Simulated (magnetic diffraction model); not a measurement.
**Solving a magnetic structure from powder neutron data: Pr2Nb4Ni**

Space group P-4m2 (no. 115), a = 4.0700 Å, c = 8.7790 Å.

| site | atom | x | y | z |
| --- | --- | --- | --- | --- |
| 2g | Pr | 0 | 1/2 | 0.7607 |
| 2g | Nb | 0 | 1/2 | 0.1245 |
| 1d | Nb | 0 | 0 | 1/2 |
| 1c | Nb | 1/2 | 1/2 | 1/2 |
| 1b | Ni | 1/2 | 1/2 | 0 |

This is a made-up structure (elements placed in a structure type, unrelaxed), so the numbers test the method and describe no known phase.

Only Pr is taken to order (form factors of Pr3+); orders and moment sizes are assumed, and not adapted to the symmetry. Radiation: neutrons of λ = 2.52 Å, 8° to 80°; isotropic B of 0.17 Å² (Pr), 0.16 Å² (Nb) and 0.17 Å² (Ni). The intensities are simulated: I ∝ L Σ (|F_N|² + |F_M⊥|²) for unpolarised neutrons, with F_M = 2.695 fm/μB × Σ f(s) S exp(2πi Q·r) exp(−B s²) at Q = H ± k (one set where k and −k are equivalent), only the part normal to Q counting and L = 1/(sin²θ cos θ). For collinear order S is the moment m, which repeats by lattice and centring translations R with the sign exp(−2πi k·R). Form factors are spin-only for 3d ions and dipole or tabulated for f ions, scattering lengths are Sears's of 1992, and absorption is left out. A label names one of the reflections at its angle. The strongest nuclear line in the range is 100, and lines under 0.2 are left out.

Above the ordering temperature:

| 2θ (°) | index | I |
| --- | --- | --- |
| 16.50 | (0 0 1) | 12.1 |
| 33.36 | (0 0 2) | 15.9 |
| 36.07 | (1 0 0) | 12.3 |
| 39.90 | (1 0 1) | 20.6 |
| 49.95 | (1 0 2) | 35.4 |
| 51.01 | (0 0 3) | 7.6 |
| 54.87 | (1 1 1) | 23.2 |
| 63.14 | (1 1 2) | 100.0 |
| 64.05 | (1 0 3) | 41.1 |
| 70.07 | (0 0 4) | 7.1 |
| 75.77 | (1 1 3) | 4.4 |
| 76.51 | (2 0 0) | 78.6 |
| 78.93 | (2 0 1) | 3.1 |

Below it (cell unchanged):

```tsv
2θ (°)	I
16.50	12.1
19.65	38.0
30.75	2.9
33.36	15.9
36.07	12.3
39.90	20.6
41.40	13.0
46.01	4.2
48.11	10.3
49.95	35.4
51.01	7.6
54.87	23.2
56.05	3.4
59.81	3.5
61.57	3.8
63.14	100.0
63.42	0.7
64.05	41.1
68.49	5.6
70.07	7.1
71.87	1.0
73.48	3.3
75.18	3.1
75.77	4.4
76.51	78.6
78.93	3.1
79.92	4.0
```

**Question.** Check that the new lines index with k = (1/2 0 1/2), then choose among these models:
A. collinear moments along [010], 2.7 μB on Pr; signs + at (0, 1/2, 0.7607), − at (1/2, 0, 0.2393)
B. collinear moments along [111], 2.7 μB on Pr; signs + at (0, 1/2, 0.7607), + at (1/2, 0, 0.2393)
C. collinear moments along [111], 2.7 μB on Pr; signs + at (0, 1/2, 0.7607), − at (1/2, 0, 0.2393)
D. collinear moments along [010], 2.7 μB on Pr; signs + at (0, 1/2, 0.7607), + at (1/2, 0, 0.2393)

The new lines index as (1/2 0 -1/2) at 19.65°, (1/2 0 3/2) at 30.75°, (1/2 1 1/2) at 41.40° and (1/2 0 -5/2) at 46.01°, that is as H ± k with k = (1/2 0 1/2), one of 2 inequivalent arms of its star (k and −k counted as one), which a powder can't tell apart. Half indices mean that the moments reverse under translations with k·R a half-integer, and the magnetic cell has twice the primitive volume.

Magnetic intensity, observed (below minus above) and for each model:

| 2θ (°) | index | observed | A | B | C | D |
| --- | --- | --- | --- | --- | --- | --- |
| 19.65 | (1/2 0 1/2) | 38.0 | 38.0 | 19.2 | 38.0 | 38.0 |
| 30.75 | (1/2 0 3/2) | 2.9 | 15.4 | 12.2 | 2.9 | 15.4 |
| 41.40 | (1/2 1 -1/2) | 13.0 | 3.9 | 14.9 | 13.0 | 3.9 |
| 46.01 | (1/2 0 5/2) | 4.2 | 6.8 | 1.1 | 4.2 | 6.8 |
| 48.11 | (1/2 1 3/2) | 10.3 | 5.3 | 7.1 | 10.3 | 5.3 |
| 59.81 | (1/2 1 5/2) | 3.5 | 5.0 | 5.7 | 3.5 | 5.0 |
| 63.42 | (1/2 0 7/2) | 0.7 | 3.6 | 1.8 | 0.7 | 3.6 |
| 79.92 | (1/2 2 1/2) | 4.0 | 0.3 | 3.9 | 4.0 | 0.3 |

Model C matches.

The structure used: k = (1/2 0 1/2), collinear moments along [111], 2.7 μB on Pr; signs + at (0, 1/2, 0.7607), − at (1/2, 0, 0.2393).

[Logs are printed without paths, hosts, clocks, repeated set-up lines and the standing remarks that a program may print on its own settings, such as how far it seeks lower states.]
